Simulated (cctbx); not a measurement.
## Occupancies in Sc4Ge6Pd7

Cell a = 8.1260 Å, b = 8.1260 Å, c = 8.1260 Å, α = 90.00°, β = 90.00°, γ = 90.00°; space group Im-3m (no. 229); nominal formula Sc4Ge6Pd7.

Simulated single-crystal data (cctbx): synchrotron X-rays, λ = 0.4959 Å, to d = 0.84 Å, 95 % of the full sphere, strongest reflection 20000 counts, noise from counting, a 3 % proportional error and a noise floor of 15 counts (s.d.); no absorption.

With every site full:

```text
Rint 0.043, 64 unique reflections to 0.86 A
cycle     R1     wR2    GooF  max shift (A)
   1  0.0665  0.1541  11.136   0.00097
   2  0.0123  0.0239   1.728   0.00000
final R1 0.0123 wR2 0.0239 GooF 1.728  parameters 8  data/parameter 8.0
atom        x        y        z      Ueq    occ   su(xyz)  su(Uiso or U11)
Pd1    0.00000  0.00000  0.00000   0.0175  1.000  0.00000  0.0004
Pd2    0.25000  0.00000  0.50000   0.0171  1.000  0.00000  0.0004
Ge1    0.68528  0.00000  0.00000   0.0284  1.000  0.00016  0.0006
Sc2    0.25000  0.25000  0.25000   0.0148  1.000  0.00000  0.0005
difference map: max 0.67 min -0.63 rms 0.17
Q1    0.2500  0.2500  0.2500    8    0.68  0.00 A from Sc2
Q2    0.0475  0.0475  0.0475   16    0.67  0.67 A from Pd1
Q3    0.0000  0.1618  0.3802   48    0.50  1.21 A from Pd2
Q4    0.0000  0.4323  0.4323   24    0.36  1.58 A from Pd2
Q5    0.0591  0.0591  0.1825   48    0.36  1.27 A from Ge1
Q6    0.0000  0.2689  0.2689   24    0.34  1.88 A from Pd2
```

With the occupancies of the suspect sites free, each still typed as its main element:

```text
Rint 0.043, 64 unique reflections to 0.86 A
cycle     R1     wR2    GooF  max shift (A)
   1  0.0966  0.1997  14.700   0.00003
   4  0.0066  0.0127   0.937   0.00002
final R1 0.0066 wR2 0.0127 GooF 0.935  parameters 10  data/parameter 6.4
atom        x        y        z      Ueq    occ   su(xyz)  su(Uiso or U11)
Pd1    0.00000  0.00000  0.00000   0.0179  1.000  0.00000  0.0003
Pd2    0.25000  0.00000  0.50000   0.0167  0.985  0.00000  0.0002
Ge1    0.68530  0.00000  0.00000   0.0289  1.000  0.00009  0.0004
Sc2    0.25000  0.25000  0.25000   0.0192  1.061  0.00000  0.0005
su of occupancy Pd2: 0.003
su of occupancy Sc2: 0.007
difference map: max 0.59 min -0.55 rms 0.13
Q1    0.0558  0.0558  0.0558   16    0.61  0.79 A from Pd1
Q2    0.0000  0.1569  0.3783   48    0.46  1.25 A from Pd2
Q3    0.0000  0.4291  0.4291   24    0.41  1.57 A from Pd2
Q4    0.0000  0.2696  0.2696   24    0.40  1.88 A from Pd2
Q5    0.0609  0.0609  0.1865   48    0.38  1.26 A from Ge1
Q6    0.0000  0.1910  0.5000   24    0.29  0.48 A from Pd2
```

**Question.** What is the disorder?

X-rays count electrons. Pd2 refines to 0.985(0.003), or 45.3 electrons; the site truly holds 0.9667 Pd and 0.0333 Sc, 45.2 electrons, which is 0.982 of Pd; Sc2 refines to 1.061(0.007), or 22.3 electrons; the site truly holds 0.95 Sc and 0.05 Pd, 22.2 electrons, which is 1.060 of Sc. A value under 1 can't tell vacancies from a lighter guest, and one over 1 needs a heavier guest; chemistry or a second radiation must settle which. Occupancy correlates with U and the scale, and the two elements' form factors differ in shape, so the match is approximate.

Freeing them takes R1 from 0.0123 to 0.0066 and GooF from 1.73 to 0.94.

The model is made up (kin elements in a known structure type, no relaxation), so it says nothing on whether the phase exists.

[Middle refinement cycles are left out of these outputs.]

[Logs are printed without paths, hosts, clocks, repeated set-up lines and the standing remarks that a program may print on its own settings, such as how far it seeks lower states.]
